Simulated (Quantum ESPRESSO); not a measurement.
# SiC(11-20), H on both faces: a series in the number of layers, part 6 of 12

What law, if any, do the results for SiC(11-20), H on both faces follow against the number of layers?

Quantum ESPRESSO 7.5; plane-wave DFT, PBE, GBRV ultrasoft pseudopotentials.

So far. Step 4 (Relaxing the ions, 3 layers): The relaxation lowers the energy by 6 meV an atom. Step 8 (Electrostatic potential, 3 layers): The slope in the vacuum is 0.100 eV/Å for an applied 0.10 V/Å, as it should be.

## Step 10: Band structure, 3 layers

Bands along a path place the edges.

The input, m0.bands.in:

```
&control
  prefix = 'm0.bands'
  outdir = './out'
  pseudo_dir = './pseudo'
  calculation = 'bands'
  tefield = .true.
  dipfield = .true.
/
&system
  ibrav = 0
  nat = 20
  ntyp = 3
  ecutwfc = 40
  ecutrho = 200
  occupations = 'smearing'
  smearing = 'fd'
  degauss = 0.002
  edir = 3
  emaxpos = 0.97
  eopreg = 0.04
  eamp = 0.0
  nbnd = 34
/
&electrons
  conv_thr = 1e-07
  mixing_beta = 0.4
  electron_maxstep = 120
  mixing_mode = 'local-TF'
/
ATOMIC_SPECIES
  H   1.0080  h_pbe_v1.4.uspp.F.UPF
  Si  28.0850  si_pbe_v1.uspp.F.UPF
  C   12.0110  c_pbe_v1.2.uspp.F.UPF
CELL_PARAMETERS angstrom
  5.35374536700000 0.00000000000000 0.00000000000000
  0.00000000000000 5.07286068100000 0.00000000000000
  0.00000000000000 0.00000000000000 21.49887311408923
ATOMIC_POSITIONS crystal
  H   0.204338835000 0.911840967100 0.370910415700
  H   0.795661165000 0.411840967100 0.370910415700
  H   0.240479481600 0.442527777100 0.387323859800
  H   0.759520518400 0.942527777100 0.387323859800
  Si  0.335148709300 0.001294561900 0.428975172900
  Si  0.664851290700 0.501294561900 0.428975172900
  C   0.336566506600 0.372148939600 0.429703758300
  C   0.663433493400 0.872148939600 0.429703758300
  Si  0.835607813600 -0.000244973100 0.500000000000
  Si  0.164392186400 0.499755026900 0.500000000000
  C   0.833663172000 0.373403294500 0.500000000000
  C   0.166336828000 0.873403294500 0.500000000000
  Si  0.335148709300 0.001294561900 0.571024827100
  Si  0.664851290700 0.501294561900 0.571024827100
  C   0.336566506600 0.372148939600 0.570296241700
  C   0.663433493400 0.872148939600 0.570296241700
  H   0.240479481600 0.442527777100 0.612676140200
  H   0.759520518400 0.942527777100 0.612676140200
  H   0.204338835000 0.911840967100 0.629089584300
  H   0.795661165000 0.411840967100 0.629089584300
K_POINTS crystal_b
5
  0.0000000000 0.0000000000 0.0000000000 10
  0.5000000000 0.0000000000 0.0000000000 10
  0.5000000000 0.5000000000 0.0000000000 10
  0.0000000000 0.5000000000 0.0000000000 10
  0.0000000000 0.0000000000 0.0000000000 1
```

Launch:

```
$ cp -r out/m0.f0.save out/m0.bands.save
$ cp out/m0.f0.xml out/m0.bands.xml
$ OMP_NUM_THREADS=1 mpirun -n 4 pw.x -nk 4 -in m0.bands.in > m0.bands.out
```

The program printed:

```text
[banner, memory and clock lines left out]
Program PWSCF v.7.5 starts

          URL

     Presently no symmetry can be used with electric field

     Atomic positions and unit cell read from directory:
     ./out/m0.bands.save/

     G-vector sticks info

     bravais-lattice index     =            0
     lattice parameter (alat)  =      10.1171  a.u.
     unit-cell volume          =    3940.2424 (a.u.)^3
     number of atoms/cell      =           20
     number of atomic types    =            3
     number of electrons       =        56.00
     number of Kohn-Sham states=           34
     kinetic-energy cutoff     =      40.0000  Ry
     charge density cutoff     =     200.0000  Ry
     Exchange-correlation= SLA  PW   PBE  PBE
                           (   1   4   3   4   0   0   0)

     celldm(1)=  10.117112  celldm(2)=   0.000000  celldm(3)=   0.000000
     celldm(4)=   0.000000  celldm(5)=   0.000000  celldm(6)=   0.000000

     crystal axes: (cart. coord. in units of alat)
               a(1) = (   1.000000   0.000000   0.000000 )
               a(2) = (   0.000000   0.947535   0.000000 )
               a(3) = (   0.000000   0.000000   4.015670 )

     reciprocal axes: (cart. coord. in units 2 pi/alat)
               b(1) = (  1.000000  0.000000  0.000000 )
               b(2) = (  0.000000  1.055370  0.000000 )
               b(3) = (  0.000000  0.000000  0.249024 )

     PseudoPot. # 1 for H  read from file:
     ./pseudo/h_pbe_v1.4.uspp.F.UPF
     Pseudo is Ultrasoft, Zval =  1.0
     Generated by new atomic code, or converted to UPF format
     Using radial grid of  615 points,  2 beta functions with:
                l(1) =   0
                l(2) =   0
     Q(r) pseudized with  8 coefficients,  rinner =    0.700

     PseudoPot. # 2 for Si read from file:
     ./pseudo/si_pbe_v1.uspp.F.UPF
     Pseudo is Ultrasoft + core correction, Zval =  4.0
     Generated by new atomic code, or converted to UPF format
     Using radial grid of  899 points,  6 beta functions with:
                l(1) =   0
                l(2) =   0
                l(3) =   1
                l(4) =   1
                l(5) =   2
                l(6) =   2
     Q(r) pseudized with  8 coefficients,  rinner =    0.900   0.900   0.900
                                                       0.900   0.900

     PseudoPot. # 3 for C  read from file:
     ./pseudo/c_pbe_v1.2.uspp.F.UPF
     Pseudo is Ultrasoft + core correction, Zval =  4.0
     Generated by new atomic code, or converted to UPF format
     Using radial grid of  721 points,  4 beta functions with:
                l(1) =   0
                l(2) =   0
                l(3) =   1
                l(4) =   1
     Q(r) pseudized with  8 coefficients,  rinner =    1.100   1.100   1.100

     atomic species   valence    mass     pseudopotential
     H                 1.00     1.00800     H ( 1.00)
     Si                4.00    28.08500     Si( 1.00)
     C                 4.00    12.01100     C ( 1.00)

     No symmetry found

   Cartesian axes

     site n.     atom                  positions (alat units)
         1        H      tau(   1) = (   0.2043388   0.8640012   1.4894537  )
         2        H      tau(   2) = (   0.7956612   0.3902337   1.4894537  )
         3        H      tau(   3) = (   0.2404795   0.4193105   1.5553647  )
         4        H      tau(   4) = (   0.7595205   0.8930780   1.5553647  )
         5        Si     tau(   5) = (   0.3351487   0.0012266   1.7226226  )
         6        Si     tau(   6) = (   0.6648513   0.4749941   1.7226226  )
         7        C      tau(   7) = (   0.3365665   0.3526241   1.7255484  )
         8        C      tau(   8) = (   0.6634335   0.8263916   1.7255484  )
         9        Si     tau(   9) = (   0.8356078  -0.0002321   2.0078349  )
        10        Si     tau(  10) = (   0.1643922   0.4735353   2.0078349  )
        11        C      tau(  11) = (   0.8336632   0.3538127   2.0078349  )
        12        C      tau(  12) = (   0.1663368   0.8275801   2.0078349  )
        13        Si     tau(  13) = (   0.3351487   0.0012266   2.2930471  )
        14        Si     tau(  14) = (   0.6648513   0.4749941   2.2930471  )
        15        C      tau(  15) = (   0.3365665   0.3526241   2.2901213  )
        16        C      tau(  16) = (   0.6634335   0.8263916   2.2901213  )
        17        H      tau(  17) = (   0.2404795   0.4193105   2.4603050  )
        18        H      tau(  18) = (   0.7595205   0.8930780   2.4603050  )
        19        H      tau(  19) = (   0.2043388   0.8640012   2.5262160  )
        20        H      tau(  20) = (   0.7956612   0.3902337   2.5262160  )

     number of k points=    41  Fermi-Dirac smearing, width (Ry)=  0.0020
                       cart. coord. in units 2pi/alat
        k(    1) = (   0.0000000   0.0000000   0.0000000), wk =   0.0487805
        k(    2) = (   0.0500000   0.0000000   0.0000000), wk =   0.0487805
        k(    3) = (   0.1000000   0.0000000   0.0000000), wk =   0.0487805
        k(    4) = (   0.1500000   0.0000000   0.0000000), wk =   0.0487805
        k(    5) = (   0.2000000   0.0000000   0.0000000), wk =   0.0487805
        k(    6) = (   0.2500000   0.0000000   0.0000000), wk =   0.0487805
        k(    7) = (   0.3000000   0.0000000   0.0000000), wk =   0.0487805
        k(    8) = (   0.3500000   0.0000000   0.0000000), wk =   0.0487805
        k(    9) = (   0.4000000   0.0000000   0.0000000), wk =   0.0487805
        k(   10) = (   0.4500000   0.0000000   0.0000000), wk =   0.0487805
        k(   11) = (   0.5000000   0.0000000   0.0000000), wk =   0.0487805
        k(   12) = (   0.5000000   0.0527685   0.0000000), wk =   0.0487805
        k(   13) = (   0.5000000   0.1055370   0.0000000), wk =   0.0487805
        k(   14) = (   0.5000000   0.1583055   0.0000000), wk =   0.0487805
        k(   15) = (   0.5000000   0.2110740   0.0000000), wk =   0.0487805
        k(   16) = (   0.5000000   0.2638425   0.0000000), wk =   0.0487805
        k(   17) = (   0.5000000   0.3166110   0.0000000), wk =   0.0487805
        k(   18) = (   0.5000000   0.3693795   0.0000000), wk =   0.0487805
        k(   19) = (   0.5000000   0.4221480   0.0000000), wk =   0.0487805
        k(   20) = (   0.5000000   0.4749165   0.0000000), wk =   0.0487805
        k(   21) = (   0.5000000   0.5276850   0.0000000), wk =   0.0487805
        k(   22) = (   0.4500000   0.5276850   0.0000000), wk =   0.0487805
        k(   23) = (   0.4000000   0.5276850   0.0000000), wk =   0.0487805
        k(   24) = (   0.3500000   0.5276850   0.0000000), wk =   0.0487805
        k(   25) = (   0.3000000   0.5276850   0.0000000), wk =   0.0487805
[...]
-14.4563 -14.4563 -14.0249 -14.0249 -13.4586 -13.4585  -9.5863  -9.5863
    -8.6904  -8.6904  -7.8217  -7.8217  -5.4825  -5.4825  -5.4300  -5.4300
    -4.7267  -4.7267  -4.2530  -4.2530  -4.1028  -4.1028  -3.9812  -3.9812
    -3.7967  -3.7967  -3.7031  -3.7031   2.4491   2.4491   2.8182   2.8182
     3.2649   3.2650

          k = 0.4500 0.5277 0.0000 ( 16816 PWs)   bands (ev):

   -14.5098 -14.5098 -13.9596 -13.9596 -13.4618 -13.4618  -9.5709  -9.5709
    -8.7157  -8.7157  -7.7988  -7.7988  -5.5246  -5.5246  -5.4925  -5.4925
    -4.6988  -4.6988  -4.2703  -4.2703  -4.0781  -4.0781  -3.9411  -3.9411
    -3.8458  -3.8458  -3.6539  -3.6539   2.4787   2.4787   2.8035   2.8035
     3.2412   3.2412

          k = 0.4000 0.5277 0.0000 ( 16826 PWs)   bands (ev):

   -14.6195 -14.6195 -13.8151 -13.8151 -13.4711 -13.4711  -9.5259  -9.5259
    -8.7832  -8.7832  -7.7403  -7.7403  -5.7372  -5.7372  -5.5208  -5.5208
    -4.6706  -4.6706  -4.3388  -4.3388  -4.0084  -4.0084  -3.8938  -3.8938
    -3.8314  -3.8314  -3.5875  -3.5875   2.5629   2.5629   2.7673   2.7673
     3.1829   3.1829

          k = 0.3500 0.5277 0.0000 ( 16840 PWs)   bands (ev):

   -14.7370 -14.7370 -13.6414 -13.6414 -13.4854 -13.4854  -9.4538  -9.4538
    -8.8771  -8.8771  -7.6686  -7.6686  -5.9796  -5.9796  -5.5637  -5.5637
    -4.6750  -4.6749  -4.4729  -4.4729  -3.9186  -3.9185  -3.8947  -3.8947
    -3.6803  -3.6803  -3.5304  -3.5304   2.6897   2.6897   2.7269   2.7269
     3.1161   3.1161

          k = 0.3000 0.5277 0.0000 ( 16864 PWs)   bands (ev):

   -14.8469 -14.8469 -13.5031 -13.5031 -13.4573 -13.4573  -9.3595  -9.3595
    -8.9841  -8.9841  -7.6078  -7.6078  -6.2029  -6.2029  -5.6168  -5.6168
    -4.6959  -4.6959  -4.6520  -4.6520  -3.8626  -3.8626  -3.8267  -3.8267
    -3.5279  -3.5279  -3.4809  -3.4809   2.6936   2.6936   2.8424   2.8424
     3.0687   3.0687

          k = 0.2500 0.5277 0.0000 ( 16836 PWs)   bands (ev):

   -14.9435 -14.9435 -13.5223 -13.5223 -13.2732 -13.2732  -9.2493  -9.2493
    -9.0958  -9.0958  -7.5800  -7.5800  -6.3751  -6.3751  -5.6769  -5.6768
    -4.8474  -4.8474  -4.7182  -4.7182  -3.8192  -3.8192  -3.7394  -3.7394
    -3.4352  -3.4352  -3.4035  -3.4035   2.6643   2.6643   3.0034   3.0034
     3.0694   3.0694

          k = 0.2000 0.5277 0.0000 ( 16834 PWs)   bands (ev):

   -15.0245 -15.0245 -13.5411 -13.5410 -13.0984 -13.0984  -9.2054  -9.2054
    -9.1319  -9.1319  -7.5976  -7.5976  -6.4787  -6.4787  -5.7419  -5.7419
    -5.0352  -5.0352  -4.7344  -4.7344  -3.7783  -3.7783  -3.6606  -3.6606
    -3.3911  -3.3911  -3.3190  -3.3189   2.6307   2.6307   3.1343   3.1343
     3.1557   3.1557

          k = 0.1500 0.5277 0.0000 ( 16832 PWs)   bands (ev):

   -15.0884 -15.0884 -13.5576 -13.5576 -12.9432 -12.9432  -9.3062  -9.3062
    -9.0184  -9.0184  -7.6508  -7.6508  -6.5207  -6.5207  -5.8103  -5.8103
    -5.1950  -5.1950  -4.7425  -4.7425  -3.7461  -3.7461  -3.5940  -3.5940
    -3.3495  -3.3495  -3.2728  -3.2728   2.5951   2.5952   3.2490   3.2490
     3.2840   3.2840

          k = 0.1000 0.5277 0.0000 ( 16828 PWs)   bands (ev):

   -15.1345 -15.1345 -13.5706 -13.5706 -12.8193 -12.8192  -9.3894  -9.3894
    -8.9218  -8.9218  -7.7132  -7.7132  -6.5261  -6.5260  -5.8763  -5.8763
    -5.3121  -5.3121  -4.7439  -4.7439  -3.7243  -3.7243  -3.5428  -3.5428
    -3.3145  -3.3145  -3.2551  -3.2551   2.5651   2.5651   3.3734   3.3734
     3.3766   3.3767

          k = 0.0500 0.5277 0.0000 ( 16822 PWs)   bands (ev):

   -15.1623 -15.1623 -13.5788 -13.5788 -12.7385 -12.7385  -9.4452  -9.4452
    -8.8561  -8.8561  -7.7600  -7.7600  -6.5196  -6.5196  -5.9268  -5.9268
    -5.3810  -5.3810  -4.7423  -4.7423  -3.7120  -3.7119  -3.5102  -3.5102
    -3.2909  -3.2909  -3.2525  -3.2525   2.5456   2.5456   3.4296   3.4297
     3.4616   3.4616

          k = 0.0000 0.5277 0.0000 ( 16852 PWs)   bands (ev):

   -15.1717 -15.1716 -13.5816 -13.5816 -12.7104 -12.7104  -9.4649  -9.4649
    -8.8327  -8.8327  -7.7771  -7.7771  -6.5159  -6.5159  -5.9460  -5.9460
    -5.4034  -5.4034  -4.7412  -4.7412  -3.7080  -3.7080  -3.4990  -3.4989
    -3.2826  -3.2826  -3.2532  -3.2532   2.5388   2.5389   3.4464   3.4465
     3.4915   3.4915

          k = 0.0000 0.4749 0.0000 ( 16848 PWs)   bands (ev):

   -15.3774 -14.9494 -13.7292 -13.4291 -12.7701 -12.6620  -9.5019  -9.3826
    -8.9565  -8.6838  -7.8638  -7.7311  -6.6713  -6.3415  -6.0788  -5.8189
    -5.5700  -5.2254  -5.0918  -4.3716  -3.8890  -3.6380  -3.5935  -3.4613
    -3.4498  -3.3776  -3.1148  -3.0853   2.5123   2.5386   3.3221   3.4593
     3.6081   3.6210

          k = 0.0000 0.4221 0.0000 ( 16836 PWs)   bands (ev):

   -15.5647 -14.7132 -13.8685 -13.2758 -12.8365 -12.6278  -9.4913  -9.2598
    -9.0511  -8.5142  -7.9657  -7.7627  -6.7885  -6.2094  -6.1614  -5.7225
    -5.7108  -5.3887  -5.0403  -4.1366  -4.0579  -3.8219  -3.5890  -3.5248
    -3.4991  -3.4623  -2.9702  -2.9129   2.4224   2.5633   3.2309   3.5045
     3.7407   3.7512

          k = 0.0000 0.3694 0.0000 ( 16859 PWs)   bands (ev):

   -15.7323 -14.4668 -13.9967 -13.1265 -12.9043 -12.6086  -9.4348  -9.1131
    -9.1037  -8.3291  -8.0675  -7.8982  -6.8596  -6.3325  -5.9849  -5.8588
    -5.6463  -5.6034  -4.8583  -4.3941  -4.1706  -3.7955  -3.6755  -3.6391
    -3.4977  -3.3876  -2.8245  -2.7818   2.2947   2.6043   3.1378   3.5171
     3.6679   3.6720

          k = 0.0000 0.3166 0.0000 ( 16831 PWs)   bands (ev):

   -15.8791 -14.2159 -14.1115 -12.9861 -12.9675 -12.6028  -9.3379  -9.1402
    -8.9251  -8.1592  -8.1345  -8.1214  -6.9068  -6.4445  -5.9773  -5.8224
    -5.7205  -5.6680  -4.7422  -4.5340  -4.4605  -3.8500  -3.8306  -3.7335
    -3.5175  -3.1207  -2.6864  -2.6824   2.1618   2.5714   3.0264   3.4831
     3.5053   3.5542

          k = 0.0000 0.2638 0.0000 ( 16829 PWs)   bands (ev):

   -16.0044 -14.2112 -13.9697 -13.0193 -12.8598 -12.6073  -9.2116  -9.1317
    -8.7542  -8.3734  -8.2329  -7.9378  -6.9540  -6.5426  -6.0764  -5.8119
    -5.7489  -5.6938  -4.7848  -4.7508  -4.4173  -4.1059  -3.9021  -3.7681
    -3.5855  -2.8427  -2.6138  -2.5488   2.0404   2.3914   2.9128   3.3399
     3.4052   3.4742

          k = 0.0000 0.2111 0.0000 ( 16815 PWs)   bands (ev):

   -16.1076 -14.2945 -13.7438 -13.0499 -12.7519 -12.6179  -9.0904  -9.0726
    -8.7959  -8.4230  -8.2793  -7.7489  -7.0033  -6.6251  -6.1550  -6.0464
    -5.7196  -5.6480  -4.9736  -4.8026  -4.3789  -4.2535  -3.9699  -3.7819
    -3.6921  -2.6095  -2.5542  -2.4290   1.9368   2.1391   2.8117   3.1251
     3.2128   3.4703

          k = 0.0000 0.1583 0.0000 ( 16829 PWs)   bands (ev):

   -16.1883 -14.3602 -13.5643 -13.0441 -12.6657 -12.6307  -9.0472  -9.0244
    -8.9457  -8.2875  -8.2557  -7.5796  -7.0452  -6.6904  -6.3040  -6.2123
    -5.7484  -5.6688  -5.0511  -4.7927  -4.6392  -4.1054  -4.0255  -3.8171
    -3.7796  -2.5048  -2.4338  -2.3284   1.8540   1.8963   2.7300   2.8748
     3.1131   3.4785

          k = 0.0000 0.1055 0.0000 ( 16835 PWs)   bands (ev):

   -16.2461 -14.4076 -13.4579 -12.9921 -12.6424 -12.6035  -9.2782  -8.9487
    -8.8563  -8.2530  -8.0914  -7.4441  -7.0719  -6.7377  -6.5323  -6.2488
    -5.9322  -5.6262  -5.0284  -4.8541  -4.7784  -4.0663  -3.9891  -3.9348
    -3.7683  -2.4670  -2.3153  -2.2521   1.7030   1.7935   2.6706   2.6791
     3.0415   3.4884

          k = 0.0000 0.0528 0.0000 ( 16803 PWs)   bands (ev):

   -16.2809 -14.4363 -13.4154 -12.9250 -12.6504 -12.5660  -9.4365  -8.8862
    -8.8114  -8.1995  -7.9767  -7.3562  -7.0825  -6.7662  -6.6912  -6.2675
    -6.0864  -5.6080  -4.9923  -4.9913  -4.7687  -4.0911  -4.0191  -3.9153
    -3.7562  -2.4430  -2.2484  -2.2043   1.5796   1.7566   2.5546   2.6346
     2.9985   3.4942

          k = 0.0000 0.0000 0.0000 ( 16783 PWs)   bands (ev):

   -16.2925 -14.4459 -13.4055 -12.8953 -12.6532 -12.5535  -9.4929  -8.8615
    -8.7989  -8.1736  -7.9356  -7.3257  -7.0842  -6.7758  -6.7486  -6.2730
    -6.1456  -5.6061  -5.0368  -4.9776  -4.7654  -4.0994  -4.0499  -3.8903
    -3.7509  -2.4348  -2.2270  -2.1879   1.5373   1.7442   2.5119   2.6226
     2.9842   3.4960

     XML data file, pseudopotentials, collected wavefunctions

                                        0.00s GPU  (     678 calls)
[key lines of the parts left out:]
Dipole field          0.0000 Ry au,
```

Elapsed: 2.7 min, on 4 MPI ranks of Arm Neoverse V1, shared host; peak memory 0.78 GiB.

Numbers from this step:

```
dipole along the normal              : 0 e·Å
valence top, on the run's zero       : -2.160 eV
conduction bottom, on the run's zero : 1.537 eV
gap by band count                    : 3.698 eV
```

Band numbers count within the set of bands kept for display. Electronic bands along the path, in eV, zero at the highest filled level of the SCF mesh; v1 is the highest filled band, c1 the lowest empty one:

```
  point     v4     v3     v2     v1    c1    c2    c3    c4
      Γ  -1.56  -0.25  -0.04   0.00  3.73  3.93  4.70  4.81
halfway  -1.21  -0.43  -0.35  -0.11  4.02  4.39  4.72  5.02
      X  -1.03  -0.85  -0.74  -0.37  4.26  4.63  4.82  5.24
halfway  -1.06  -0.79  -0.73  -0.72  4.56  4.65  4.67  4.86
      S  -1.61  -1.61  -1.52  -1.52  4.64  4.64  5.01  5.01
halfway  -1.25  -1.25  -1.22  -1.22  4.85  4.85  5.19  5.19
      Y  -1.09  -1.09  -1.07  -1.07  4.73  4.73  5.63  5.63
halfway  -1.40  -0.65  -0.43  -0.36  4.23  4.58  5.10  5.53
      Γ  -1.56  -0.25  -0.04   0.00  3.73  3.93  4.70  4.81
```

Along this path the valence top lies near Γ and the conduction bottom at Γ.

(Continued in part 7 of 12.)

[Logs are printed without paths, hosts, clocks, repeated set-up lines and the standing remarks that a program may print on its own settings, such as how far it seeks lower states.]

[Hosts, paths, dates, database ids (printed as entryN), source tags and the programs' standing remarks are cut or masked in the printed files.]

[Maps of the electrostatic potential energy from Ansatz leave out the sawtooth potential of an applied field or a dipole correction, so their vacuum need not be flat; planar profiles and work functions include it.]
